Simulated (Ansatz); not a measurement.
**K2InCuCl6 (Fm-3m): how robust is the cRPA U?**

Wanted: the sensitivity and cost of U and J for K2InCuCl6 (Fm-3m).

Main program and level: Ansatz 0.2.0; constrained RPA on LDA, plane waves, PAW.

Most raw output is cut from this account.

In doubt: RPA on norm-conserving files with a d shell is listed as unsure (step 6), so the values of those runs are not to be relied on.

### Step 1. The starting structure

It takes space group Fm-3m (No. 225, cubic). Conventional cell: a = 10.174 Å, b = 10.174 Å, c = 10.174 Å, α = 90.00°, β = 90.00°, γ = 90.00°. K has 12 Cl at 3.60 Å nearest. In has 6 Cl at 2.57 Å nearest. Nearest to Cu lie 6 Cl at 2.51 Å. Nearest to Cl lie 1 Cu at 2.51 Å and 1 In at 2.57 Å and 4 K at 3.60 Å. Farther neighbours and most contacts between anions are not listed.

Coordinates:

```cif
data_structure
_symmetry_space_group_name_H-M 'P 1'
_symmetry_Int_Tables_number 1
_cell_length_a 7.1943
_cell_length_b 7.1943
_cell_length_c 7.1943
_cell_angle_alpha 60.000
_cell_angle_beta 60.000
_cell_angle_gamma 60.000
_cell_volume 263.30
loop_
_atom_site_label
_atom_site_type_symbol
_atom_site_fract_x
_atom_site_fract_y
_atom_site_fract_z
_atom_site_occupancy
K1 K 0.75000 0.75000 0.75000 1
K2 K 0.25000 0.25000 0.25000 1
In3 In 0.00000 0.00000 0.00000 1
Cu4 Cu 0.50000 0.50000 0.50000 1
Cl5 Cl 0.74698 0.25302 0.25302 1
Cl6 Cl 0.25302 0.25302 0.74698 1
Cl7 Cl 0.25302 0.74698 0.74698 1
Cl8 Cl 0.25302 0.74698 0.25302 1
Cl9 Cl 0.74698 0.25302 0.74698 1
Cl10 Cl 0.74698 0.74698 0.25302 1
```

The cell and positions are those that the Materials Project relaxed with its own functionals (PBE, PBE+U or r2SCAN), kept fixed. The program's search for lower electronic states was switched off, so nothing shows that the state found is the lowest. The default PAW set here is soft_2. Its files were made with PBE.

### Step 2. Base: Cu d + anion p, bands v22 to c1, 2×2×2 mesh, medium accuracy

Constrained RPA screens the interaction with every transition except those inside the target bands, which a later many-body model would treat itself.

input.yaml reads:

```yaml
crystal:
  lattice:
    - [0.0, -5.087141, 5.087141]
    - [-5.087141, 0.0, 5.087141]
    - [-5.087141, -5.087141, 0.0]
  atoms:
    - { symbol: K, position: [0.75, 0.75, 0.75] }
    - { symbol: K, position: [0.25, 0.25, 0.25] }
    - { symbol: In, position: [0.0, 0.0, 0.0] }
    - { symbol: Cu, position: [0.5, 0.5, 0.5] }
    - { symbol: Cl, position: [0.746984, 0.253016, 0.253016] }
    - { symbol: Cl, position: [0.253016, 0.253016, 0.746984] }
    - { symbol: Cl, position: [0.253016, 0.746984, 0.746984] }
    - { symbol: Cl, position: [0.253016, 0.746984, 0.253016] }
    - { symbol: Cl, position: [0.746984, 0.253016, 0.746984] }
    - { symbol: Cl, position: [0.746984, 0.746984, 0.253016] }
kpoints:
  mp_grid: { grid: [4, 4, 4] }
hamiltonian:
  xc: lda
scf:
  occupations: { method: gaussian, width: 0.08 }
  n_extra_bands: 19
  max_iter: 150
  lower_state_search: "off"
output:
  crpa:
    kmesh: [2, 2, 2]
    target_bands: [v22, c1]
    projections: [{ species: Cu, l: d, shell: 3 }, { species: Cl, l: p, shell: 3 }]
  local_orbitals:
    kmesh: [4, 4, 4]
    orbitals: [{ species: Cu, l: d, shell: 3 }, { species: Cl, l: p, shell: 3 }]
    window: { bands: [v22, c1] }
    seedname: lo
```

Started as:

```
ansatz run input.yaml --threads 8 --pin off --max-ram 18432MiB --backend cpu --events-out ev --progress --plain --runs-dir out
```

The job ended after 4.1 min (8 threads of Arm Neoverse N1, shared host; peak memory 2.8 GiB).

This step gave:

```
U                                                 : 8.200 eV
U prime (inter-orbital)                           : 6.688 eV
J                                                 : 0.7553 eV
bare V                                            : 26.65 eV
bare J                                            : 0.9147 eV
stated bound on U                                 : 0.01985 eV
U over bare V                                     : 0.3077
electrons in the window                           : 44.00
head of the constrained inverse dielectric matrix : 0.3497
least eigenvalue of the projection's overlap      : 0.08923
target functions                                  : 23
bands in the sums                                 : 94
r.m.s. miss of the model bands                    : 0.01526 eV
width of the target bands                         : 7.884 eV
weight of the projected orbitals in the window    : 0.9247
```

On the Cu d shell, screening brings the on-site interaction from 26.6 eV down to U = 8.20 eV.

### Step 3. Changed: smooth pair densities

Changes to input.yaml since step 2:

```diff
@@ -30,6 +30,2 @@
     projections: [{ species: Cu, l: d, shell: 3 }, { species: Cl, l: p, shell: 3 }]
-  local_orbitals:
-    kmesh: [4, 4, 4]
-    orbitals: [{ species: Cu, l: d, shell: 3 }, { species: Cl, l: p, shell: 3 }]
-    window: { bands: [v22, c1] }
-    seedname: lo
+    pair_densities: pseudo
```

It took 3.7 min on 8 threads; peak memory 2.7 GiB.

This step gave:

| Property | Result |
| --- | --- |
| U | 8.311 eV |
| U prime (inter-orbital) | 6.665 eV |
| J | 0.8222 eV |
| bare V | 26.65 eV |
| bare J | 0.9147 eV |
| stated bound on U | 0.01540 eV |
| U over bare V | 0.3119 |
| electrons in the window | 44.00 |
| head of the constrained inverse dielectric matrix | 0.3500 |
| least eigenvalue of the projection's overlap | 0.08923 |
| target functions | 23 |
| bands in the sums | 94 |
| width of the target bands | 7.884 eV |
| weight of the projected orbitals in the window | 0.9247 |

On the Cu d shell, screening brings the on-site interaction from 26.6 eV down to U = 8.31 eV.

### Step 4. Changed: sums over states

Changes to input.yaml since step 3:

```diff
@@ -30,2 +30,4 @@
     projections: [{ species: Cu, l: d, shell: 3 }, { species: Cl, l: p, shell: 3 }]
-    pair_densities: pseudo
+    accuracy: sum_over_states
+    n_empty_bands: 184
+    ecut_chi: 250
```

Wall time 67 s (8 threads); peak memory 1.9 GiB; 7.9 min of CPU time.

This variant gives U = 8.40 eV against 8.20 eV. It is a finite sum over empty states with no bound on its error and stays out of the table below.

### Step 5. Changed: volume -6 %

The cell differs from the one that the last finished run ended in (a 7.194 → 7.047 Å, b 7.194 → 7.047 Å, c 7.194 → 7.047 Å).

Changes to input.yaml since step 4:

```diff
@@ -2,5 +2,5 @@
   lattice:
-    - [0.0, -5.087141, 5.087141]
-    - [-5.087141, 0.0, 5.087141]
-    - [-5.087141, -5.087141, 0.0]
+    - [0.0, -4.9832926567, 4.9832926567]
+    - [-4.9832926567, 0.0, 4.9832926567]
+    - [-4.9832926567, -4.9832926567, 0.0]
   atoms:
@@ -30,4 +30,6 @@
     projections: [{ species: Cu, l: d, shell: 3 }, { species: Cl, l: p, shell: 3 }]
-    accuracy: sum_over_states
-    n_empty_bands: 184
-    ecut_chi: 250
+  local_orbitals:
+    kmesh: [4, 4, 4]
+    orbitals: [{ species: Cu, l: d, shell: 3 }, { species: Cl, l: p, shell: 3 }]
+    window: { bands: [v22, c1] }
+    seedname: lo
```

Run time: 3.9 min. Hardware: 8 threads; peak memory 2.8 GiB; 29 min of CPU time.

This step gave:

```
U                                                 : 8.020 eV
U prime (inter-orbital)                           : 6.516 eV
J                                                 : 0.7503 eV
bare V                                            : 26.56 eV
bare J                                            : 0.9105 eV
stated bound on U                                 : 0.01146 eV
U over bare V                                     : 0.3020
electrons in the window                           : 44.00
head of the constrained inverse dielectric matrix : 0.3369
least eigenvalue of the projection's overlap      : 0.07824
target functions                                  : 23
bands in the sums                                 : 94
r.m.s. miss of the model bands                    : 0.02049 eV
width of the target bands                         : 8.595 eV
weight of the projected orbitals in the window    : 0.9224
```

On the Cu d shell, screening brings the on-site interaction from 26.6 eV down to U = 8.02 eV.

### Step 6. Changed: potentials

This step: constrained RPA on LDA, plane waves, norm-conserving pseudopotentials.

Changes to input.yaml since step 5:

```diff
@@ -2,5 +2,5 @@
   lattice:
-    - [0.0, -4.9832926567, 4.9832926567]
-    - [-4.9832926567, 0.0, 4.9832926567]
-    - [-4.9832926567, -4.9832926567, 0.0]
+    - [0.0, -5.087141, 5.087141]
+    - [-5.087141, 0.0, 5.087141]
+    - [-5.087141, -5.087141, 0.0]
   atoms:
@@ -20,2 +20,3 @@
   xc: lda
+  pseudopotentials: { kind: nc }
 scf:
@@ -30,6 +31 @@
     projections: [{ species: Cu, l: d, shell: 3 }, { species: Cl, l: p, shell: 3 }]
-  local_orbitals:
-    kmesh: [4, 4, 4]
-    orbitals: [{ species: Cu, l: d, shell: 3 }, { species: Cl, l: p, shell: 3 }]
-    window: { bands: [v22, c1] }
-    seedname: lo
```

Wall time 15 min (8 threads); peak memory 11 GiB.

Numbers from this step:

| Item | Value |
| --- | --- |
| U | 8.194 eV |
| U prime (inter-orbital) | 6.684 eV |
| J | 0.7538 eV |
| bare V | 26.64 eV |
| bare J | 0.9134 eV |
| stated bound on U | 0.01403 eV |
| U over bare V | 0.3076 |
| electrons in the window | 44.00 |
| head of the constrained inverse dielectric matrix | 0.3496 |
| least eigenvalue of the projection's overlap | 0.08516 |
| target functions | 23 |
| bands in the sums | 94 |
| width of the target bands | 7.877 eV |
| weight of the projected orbitals in the window | 0.9238 |

On the Cu d shell, screening brings the on-site interaction from 26.6 eV down to U = 8.19 eV.

### Step 7. Side by side

Times are wall times on 8 threads of Arm Neoverse N1, shared host, good to a factor of about two.

| run | bare V (eV) | U (eV) | J (eV) | bound on U (eV) | width (eV) | time |
| --- | --- | --- | --- | --- | --- | --- |
| target window | 26.65 | 8.200 | 0.755 | 0.0198 | 7.88 | 4.1 min |
| smooth pair densities | 26.65 | 8.311 | 0.822 | 0.0154 | 7.88 | 3.7 min |
| volume -6 % | 26.56 | 8.020 | 0.750 | 0.0115 | 8.60 | 3.9 min |
| potentials | 26.64 | 8.194 | 0.754 | 0.0140 | 7.88 | 15 min |

### Step 8. Results

| Item | Value |
| --- | --- |
| target window | U 8.20 eV, J 0.76 eV |
| smooth pair densities | U 8.31 eV, J 0.82 eV |
| volume -6 % | U 8.02 eV, J 0.75 eV |
| potentials | U 8.19 eV, J 0.75 eV |

**Reading.** Smooth pair densities moves U by +0.11 eV. Volume -6 % moves U by −0.18 eV. Potentials moves U by −0.01 eV (within the solver's bounds, for the mean over orbitals) at 3.6 times the time. The printed bound covers the solver alone, not the mesh, and no denser mesh than the base was run. The parent state is non-magnetic and the interaction static (zero frequency); U depends on the window and the orbitals, so it belongs to this model alone. A window that holds the anion p bands defines a model with explicit ligands; its U belongs to that model and is not the U of DFT+U. The projection onto the target orbitals is poor in Cu d + anion p, so those functions are not clean atomic-like orbitals. Coarse meshes can leave U off its limit, most where the target bands are metallic.

[Paths, hosts, dates, memory and timing lines, banners, echoed tables and standing remarks are left out of the program output.]

[Logs are printed without paths, hosts, clocks, repeated set-up lines and the standing remarks that a program may print on its own settings, such as how far it seeks lower states.]

[Runs of the session that timed out or met a known fault of the program may be left out.]

[Hosts, paths, dates, database ids (printed as entryN), source tags and the programs' standing remarks are cut or masked in the printed files.]
